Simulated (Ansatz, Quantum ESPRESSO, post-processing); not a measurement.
# Ballistic transmission: Sn chain with one bond drawn out by 2.0 Å, part 4 of 4

Wanted: the transmission near the Fermi level and the conductance of this junction: Sn chain with one bond drawn out by 2.0 Å.

Quantum ESPRESSO 7.5; plane-wave DFT, PBE, GBRV ultrasoft pseudopotentials; cross-check by Ansatz 0.2.0 with PAW datasets.

So far. Step 3 (The open system): At no point does T exceed the number of channels. Step 5 (The open system, with ecut = 1): The message: “do_cond (5010): reading inputcond namelist”. The namelist reader stops at a key that the namelist doesn't hold; the line has to be put right or, where the proper key already stands in the input, deleted.

## Step 6: The same in Ansatz

A second code with its own PAW datasets, on the same atoms.

Level of this step: plane-wave DFT, PBE, Ansatz PAW (Ansatz 0.2.0).

The input, input.yaml:

```yaml
crystal:
  lattice:
    - [7.5, 0.0, 0.0]
    - [0.0, 7.5, 0.0]
    - [0.0, 0.0, 29.5]
  atoms:
    - { symbol: Sn, position: [0.5, 0.5, 0.0] }
    - { symbol: Sn, position: [0.5, 0.5, 0.093220339] }
    - { symbol: Sn, position: [0.5, 0.5, 0.186440678] }
    - { symbol: Sn, position: [0.5, 0.5, 0.2796610169] }
    - { symbol: Sn, position: [0.5, 0.5, 0.3728813559] }
    - { symbol: Sn, position: [0.5, 0.5, 0.5338983051] }
    - { symbol: Sn, position: [0.5, 0.5, 0.6271186441] }
    - { symbol: Sn, position: [0.5, 0.5, 0.7203389831] }
    - { symbol: Sn, position: [0.5, 0.5, 0.813559322] }
    - { symbol: Sn, position: [0.5, 0.5, 0.906779661] }
kpoints:
  mp_grid: { grid: [1, 1, 4] }
hamiltonian:
  xc: pbe
scf:
  occupations: { method: fermi_dirac, width: 0.1 }
  convergence: { dr2_threshold: 1.0e-08 }
output:
  transmission:
    leads: [[0, 1]]
    e_range: [-2.0, 2.0]
    de: 0.05
    kmesh: [1, 1]
    reduced_basis: true
  write_potential: true
  write_density: true
  volumetric_format: npy
  elf: true
```

Command:

```bash
ansatz run input.yaml --threads 4 --pin off --max-ram 8192MiB --backend cpu --events-out ev --progress --plain --runs-dir out
```

Numbers of over 12 decimals in the logs are rounded to 6 here.

Log:

```text
Engine: ansatz 0.2.0, aarch64-unknown-linux-gnu
Pseudopotentials: kind: paw
Pseudopotential: Sn, paw, valence charge 14, recommended cutoff 420 eV (normal), Sn.paw.azcp
Functional definition: PBE
  parameter kappa = 0.804
  parameter beta = 0.066725
  exchange = pbe_x(kappa = kappa, mu = beta*pi^2/3)
  correlation = pbe_c(beta = beta)
Crystal: 10 atoms, lattice volume = 1659.375 Å³
Basis set: ecut = 420 eV, 32539 PW (Γ)
Bands: 84, of which v1, the nominal top of the filled ones, is band 70 counted from 1 (69 counted from 0)
Symmetry: 16 space group operations
Space group: P4/mmm (ITA 123), of the structure as read, at distance tolerance 1.2e-4 Å
k-points: 3 of 4
Non-local potential: Sn, projectors of the file, l = 0: 2, l = 1: 2, l = 2: 2, l = 3: 2
PAW form: soft (Blöchl's): semilocal exchange-correlation on the pseudo side does not see the compensation charge
PAW one-centre angular grid: Sn, 590 points (default); XC on 64 Gauss nodes
Initial density: superposition of atomic densities (neutral atoms: chi_scale 0, normalization atom), corrected by the library's trained network
Initial wavefunctions: pseudopotential atomic-orbital guess
Functional: x = pbe(κ = 0.804, μ = 0.219515), c = pbe(β = 0.066725)
SCF iter   1: F=—  HF=-60227.814663 eV  |F-HF|=—  |Δ(HF+E_count)|=         —  Δρ=2.07e-3  dr2=3.40e-1  ethr=1.77e-3  ⟨swp⟩=6.3  Hψ=940  notcnv=0
preconditioner: auto → LDOS  [metal: Δε(μ)=0.124 eV  Ē_g=5.092 eV  σ=0.100 eV  W_gap=0.29  n_scr=156 (ndim 8)  ℏωp=5.8 eV  f_vac=0.638  D(μ)=14.24/eV (n_scr^D=58)  β→1.0]
SCF iter   2: F=—  HF=-60227.778000 eV  |F-HF|=—  |Δ(HF+E_count)|=   3.67e-2  Δρ=9.38e-4  dr2=6.20e-2  ethr=2.43e-4  ⟨swp⟩=2.0  Hψ=360  notcnv=0
SCF iter   3: F=—  HF=-60227.778650 eV  |F-HF|=—  |Δ(HF+E_count)|=   6.50e-4  Δρ=5.25e-4  dr2=1.33e-2  ethr=4.43e-5  ⟨swp⟩=2.0  Hψ=464  notcnv=0
SCF iter   4: F=—  HF=-60227.776468 eV  |F-HF|=—  |Δ(HF+E_count)|=   2.18e-3  Δρ=1.50e-4  dr2=2.11e-3  ethr=9.47e-6  ⟨swp⟩=2.0  Hψ=464  notcnv=0
SCF iter   5: F=—  HF=-60227.776361 eV  |F-HF|=—  |Δ(HF+E_count)|=   1.07e-4  Δρ=5.58e-5  dr2=1.57e-4  ethr=1.51e-6  ⟨swp⟩=1.3  Hψ=253  notcnv=0
SCF iter   6: F=—  HF=-60227.776353 eV  |F-HF|=—  |Δ(HF+E_count)|=   7.23e-6  Δρ=1.92e-5  dr2=1.70e-5  ethr=1.12e-7  ⟨swp⟩=2.0  Hψ=374  notcnv=0
SCF iter   7: F=—  HF=-60227.776344 eV  |F-HF|=—  |Δ(HF+E_count)|=   9.55e-6  Δρ=6.89e-6  dr2=3.21e-6  ethr=1.21e-8  ⟨swp⟩=2.3  Hψ=433  notcnv=0
SCF iter   8: F=—  HF=-60227.776015 eV  |F-HF|=—  |Δ(HF+E_count)|=   3.29e-4  Δρ=2.35e-6  dr2=3.59e-7  ethr=2.29e-9  ⟨swp⟩=3.0  Hψ=480  notcnv=0
SCF iter   9: F=—  HF=-60227.776015 eV  |F-HF|=—  |Δ(HF+E_count)|=   4.22e-9  Δρ=9.82e-7  dr2=4.81e-8  ethr=2.56e-10  ⟨swp⟩=2.0  Hψ=399  notcnv=0
SCF iter  10: F=—  HF=-60227.776015 eV  |F-HF|=—  |Δ(HF+E_count)|=   4.38e-9  Δρ=4.78e-7  dr2=1.00e-8  ethr=7.14e-12  ⟨swp⟩=6.3  Hψ=701  notcnv=0
SCF iter  11: F=-60227.776015 eV  HF=-60227.776015 eV  |F-HF|=8.15e-10  |Δ(HF+E_count)|=  1.89e-10  Δρ=1.72e-7  dr2=1.42e-9  ethr=7.14e-12  ⟨swp⟩=3.0  Hψ=503  notcnv=0
SCF 1 converged in 11 iterations: F = -60227.776015 eV  dr2 = 1.42e-9
  greatest PAW one-centre occupation: 0.991 electrons in one spin orbital (limit 2), on the Sn atom at site 5 (counted from 0), in its partial waves of l = 2
transmission: 37 of 222 steps passed
transmission: 74 of 222 steps passed
[...]
transmission: 222 of 222 steps passed
WARN: The output density's exchange-correlation potential varies sharply where the density is thin. Do not read a vacuum level from v_tot or v_xc, or from such a field of the output density. On a cell that repeats whose density bears no net charge and no dipole along the vacuum's axis use v_es (v_loc + v_h of the components); under efield.dipole_correction with no amplitude use v_es + v_field, which holds any externa [...]
SCF converged after 11 iterations
Free energy (F): -60227.776015 eV
Harris-Foulkes:  -60227.776015 eV  (|F-HF|=8.15e-10)
Internal energy: -60227.277882 eV  (E = F + TS)
E sigma→0 (E₀):  -60227.526949 eV
Entropy (-TS):   -0.498134 eV (-49.813 meV/atom)
Fermi energy:    -1.832037 eV
--- Per-component energies (eV) ---
  E_band       = -2533.238816
  E_kinetic    = 1850.163455
  E_local      = -25301.691746  (includes V_loc(G=0)·N_el)
  E_nonlocal   = -326.615462
  E_hartree    = 12856.582487
  E_xc         = -3811.348590
  E_vxc        = -938.461318  (∫ρ·V_xc dr)
  E_paw        = -41348.319620  (= ΣΔE_a)
  E_vpaw       = -3529.798893  (= ΣTr[D̂ρ^β])
  E_aug_tail   = -0.000004  (compensation charges beyond the density's cutoff)
  E_ewald      = -4146.048402
  E_smearing   = -0.498134  (= −TS)
  E_closure    = -0.000000  (closes the sum)
  Σ components = -60227.776015   (vs F -60227.776015, Δ=0.00e0)
--- Band table (eV) ---
  k-point 0: bands = [... 66 lower, -2.2356, -2.2356, -1.9782, -1.9004, -1.9004, -1.5920, -1.5920, -1.0403, ... 10 higher]
  k-point 1: bands = [... 66 lower, -2.2234, -2.2234, -1.9232, -1.9232, -1.8288, -1.5634, -1.5634, -1.0719, ... 10 higher]
  k-point 2: bands = [... 66 lower, -2.2104, -2.2104, -1.9450, -1.9450, -1.6688, -1.5352, -1.5352, -1.1033, ... 10 higher]
--- Transmission ---
  basis      : 497 plane waves across, 37 finite elements along
  points     : 1, standing for a mesh of 1 x 1
  energies   : 81 from -2.000000 to 2.000000 eV about the Fermi level, 0.050000 eV apart; the leads are filled to 0.000000 eV, and channels, transmission and decay are at 0.000000 eV
  crystal 0  : Sn1, at the sites [0, 1], period 2.7500 Å, over 27.50 Å; its Hamiltonian steps by up to 27.1 meV: too much for a lead, lay more layers or, if its atoms are ordered, name the step of that order
    offset         : up to 0.0000 Å between an atom of the period and one for which it stands
    channels       : 3.000000e0 a spin
    conductance    : none, the energies end too early or step too widely for 300 K: set another output.transmission.e_range or a lower de, or, where they end at an eighth of basis.ecutwfc, a higher one
  junction   : crystal 0 to crystal 0, -0.68 to 26.07 Å
    transmission   : 2.504249e-1 a spin
    error estimate : 2.601728e-5 a spin from the reduction of the transverse basis, at the most 4.269250e-5 at 2.000000 eV
    conductance    : none, the energies end too early or step too widely for 300 K: set another output.transmission.e_range or a lower de, or, where they end at an eighth of basis.ecutwfc, a higher one
```

Run time: 34 s. Hardware: 4 threads of Arm Neoverse V1, shared host; peak memory 2.4 GiB; 2.1 min of CPU time.

Read from the output:

```
free energy                                  : -60227.7760 eV
energy at zero smearing                      : -60227.5269 eV
smearing term TS                             : 0.4981 eV
Fermi energy                                 : -1.832 eV
symmetry operations                          : 16
transmission at the Fermi level, one spin    : 0.2504
step of the lead's Hamiltonian over a period : 27.1 meV
```

Per spin. Transmission against energy, zero at the Fermi level:

energy (eV), transmission and a bar from the least value:
```
    -2.00      0.056 
    -1.85      0.063 #
    -1.70      0.069 #
    -1.60      0.073 #
    -1.45      0.080 ##
    -1.30      0.086 ###
    -1.15      0.092 ###
    -1.05      0.097 ###
    -0.90      0.103 ####
    -0.75      0.113 #####
    -0.60      0.134 #######
    -0.50      0.148 ########
    -0.35      0.174 ##########
    -0.20      0.211 #############
    -0.05      0.244 ################
     0.00      0.250 #################
     0.05      0.254 #################
     0.20      0.253 #################
     0.35      0.247 ################
     0.50      0.246 ################
     0.60      0.248 ################
     0.75      0.255 #################
     0.90      0.265 ##################
     1.05      0.279 ###################
     1.15      0.290 ####################
     1.30      0.307 #####################
     1.45      0.326 #######################
     1.60      0.347 #########################
     1.70      0.362 ##########################
     1.85      0.384 ############################
     2.00      0.408 ##############################
```

Per spin. Table of open channels by energy, zero at the Fermi level:

| energy (eV) | open channels |
| --- | --- |
| -2.000 | 1 |
| -1.800 | 1 |
| -1.600 | 1 |
| -1.400 | 1 |
| -1.200 | 1 |
| -1.000 | 1 |
| -0.800 | 3 |
| -0.600 | 3 |
| -0.400 | 3 |
| -0.200 | 3 |
| 0.000 | 3 |
| 0.200 | 3 |
| 0.400 | 3 |
| 0.600 | 3 |
| 0.800 | 3 |
| 1.000 | 3 |
| 1.200 | 3 |
| 1.400 | 3 |
| 1.600 | 3 |
| 1.800 | 3 |
| 2.000 | 3 |

ELF in the ca plane at fractional y = 0.500, with atoms of Sn within 0.2 Å of it. It is the smooth field of the valence electrons, not physical close to the nuclei.

Ten even steps from '0' (0.00) to '9' (0.65), each cell a mean:
```
00000000000000000000000000000000000000000000
00000000000000000000000000000000000000000000
00011121112222221111122111112221111222111112
00124444333455543222344322234543223444322234
00257776555677765444677643467775445677643457
01489987667888877656788765678887557888765678
02799766667876667777666776676667667666776776
03897554457754455775545567655455666545567655
04986311357641124665311456542125665311456541
14985100246530014664100256520004554100256520
14985200346530014664100356530014664100356530
04996533457653345775433567553345665433567653
02898655567865556776555676665556776555677765
01699877667887777667777776677787667777766677
00368887656788876545777754578876556788754567
00135555444566654333455432346654334565433345
00012332223333332111233211123332112333211123
00000010011111110000011000001110000111000001
00000000000000000000000000000000000000000000
00000000000000000000000000000000000000000000
```
Columns run along c (16.0 Å, from fractional 0.46 to 1.00 of the cell), rows up along a (7.5 Å). Atoms in or near the plane, at fractional coordinates: Sn at (0.53, 0.50), Sn at (0.63, 0.50), Sn at (0.72, 0.50), Sn at (0.81, 0.50), Sn at (0.91, 0.50).

Electrostatic potential energy in the ca plane at fractional y = 0.500, with atoms of Sn within 0.2 Å of it. With pseudopotentials it is smooth inside the atoms' cores, unlike the true potential.

Values in eV, 11 rows by 16 columns, each cell a mean:
```
  2   2   2   2   3   3   3   2   2   3   3   3   3   3   3   3
  2   2   2   2   3   2   2   2   2   2   2   2   2   2   2   2
  2   2   1   2   2   2   2   1   2   2   1   2   2   1   2   2
  2  -1  -6  -1  -2  -5   0  -5  -4   0  -6  -2  -1  -6   0  -3
  1  -9  -8 -10 -11  -9  -7 -11 -12  -8  -8 -11 -11  -8  -8 -12
  1 -11  12 -12  -7   5 -11   0  -4 -12   9 -10 -10  10 -12  -5
  1  -7 -14  -7 -11 -13  -4 -13 -12  -6 -14  -9  -9 -14  -6 -12
  2   0  -2   1   0  -1   1  -1  -1   1  -2   0   0  -2   1  -1
  2   2   2   2   2   2   2   2   2   2   2   2   2   2   2   2
  2   2   2   2   3   3   3   2   2   2   2   3   3   2   2   2
  2   2   2   2   3   3   3   3   2   3   3   3   3   3   3   3
```
Columns run along c (16.0 Å, from fractional 0.46 to 1.00 of the cell; values clipped at the 3rd and 97th percentile), rows up along a (7.5 Å). Atoms in or near the plane, at fractional coordinates: Sn at (0.53, 0.50), Sn at (0.63, 0.50), Sn at (0.72, 0.50), Sn at (0.81, 0.50), Sn at (0.91, 0.50).

Ansatz finds T = 0.250 against pwcond's 0.251.

## Step 7: All levels side by side

All levels:

| step | T at the Fermi level (per spin) | conductance (G0) | r.m.s. T(E) from the first | CPU time of the step (s) | peak memory (GiB) |
| --- | --- | --- | --- | --- | --- |
| Ansatz | 0.2504 | - | 0 | 123.7 | 2.374 |
| pwcond | 0.2511 | 0.2511 | 0.007547 | 712.4 | 0.41 |
| pwcond, changed setting | 0.2491 | 0.2491 | 0.007845 | 193.9 | 0.37 |

Per spin. Table of transmission by energy, zero at the Fermi level:

| energy (eV) | Ansatz | pwcond | pwcond, changed setting |
| --- | --- | --- | --- |
| -2.00 | 0.0561 | 0.0579 | 0.0577 |
| -1.90 | 0.0605 | 0.0617 | 0.0615 |
| -1.70 | 0.0690 | 0.0691 | 0.0690 |
| -1.60 | 0.0732 | 0.0729 | 0.0728 |
| -1.40 | 0.0816 | 0.0808 | 0.0806 |
| -1.30 | 0.0859 | 0.0849 | 0.0848 |
| -1.20 | 0.0901 | 0.0892 | 0.0890 |
| -1.00 | 0.0987 | 0.0982 | 0.0980 |
| -0.90 | 0.103 | 0.103 | 0.103 |
| -0.80 | 0.108 | 0.108 | 0.107 |
| -0.60 | 0.134 | 0.131 | 0.130 |
| -0.50 | 0.148 | 0.146 | 0.144 |
| -0.30 | 0.186 | 0.185 | 0.183 |
| -0.20 | 0.211 | 0.206 | 0.204 |
| -0.10 | 0.235 | 0.228 | 0.226 |
| 0.00 | 0.250 | 0.251 | 0.249 |
| 0.10 | 0.255 | 0.270 | 0.269 |
| 0.20 | 0.253 | 0.278 | 0.280 |
| 0.30 | 0.249 | 0.274 | 0.277 |
| 0.50 | 0.246 | 0.229 | 0.246 |
| 0.60 | 0.248 | 0.258 | 0.261 |
| 0.80 | 0.258 | 0.257 | 0.258 |
| 0.90 | 0.265 | 0.262 | 0.263 |
| 1.00 | 0.274 | 0.270 | 0.271 |
| 1.20 | 0.295 | 0.293 | 0.292 |
| 1.30 | 0.307 | 0.306 | 0.305 |
| 1.40 | 0.320 | 0.319 | 0.319 |
| 1.60 | 0.347 | 0.347 | 0.347 |
| 1.70 | 0.362 | 0.361 | 0.361 |
| 1.90 | 0.392 | 0.389 | 0.389 |
| 2.00 | 0.408 | 0.404 | 0.404 |

## Step 8: Worked from the printed numbers

G = 0.251 × 77.48 µS = 19.5 µS a cell, a resistance of 51.4 kΩ.

## Step 9: Results

```
conductance from T at the Fermi level, a cell (G₀ = 2e²/h) : 0.251 G₀
lead channels per spin                                     : 3.00
the same conductance by Ansatz                             : 0.250 G₀
```

In words: The junction conducts 0.251 G₀ a cell at the Fermi level (PBE, GBRV ultrasoft). At the Fermi level the junction passes 8.4 % of what the leads offer. At the Fermi level pwcond and Ansatz differ by 0.26 %, a close match. Ansatz finds a step of 27 meV across the lead's period inside the junction cell: the lead is too short to be bulk-like, which bears on both codes. Over -2 to 2 eV, T lies between 0.058 and 0.40 per spin. The geometry is as built, not relaxed, and the leads are short.

[Logs are printed without paths, hosts, clocks, repeated set-up lines and the standing remarks that a program may print on its own settings, such as how far it seeks lower states.]

[Hosts, paths, dates, database ids (printed as entryN), source tags and the programs' standing remarks are cut or masked in the printed files.]

[Maps of the electrostatic potential energy from Ansatz leave out the sawtooth potential of an applied field or a dipole correction, so their vacuum need not be flat; planar profiles and work functions include it.]
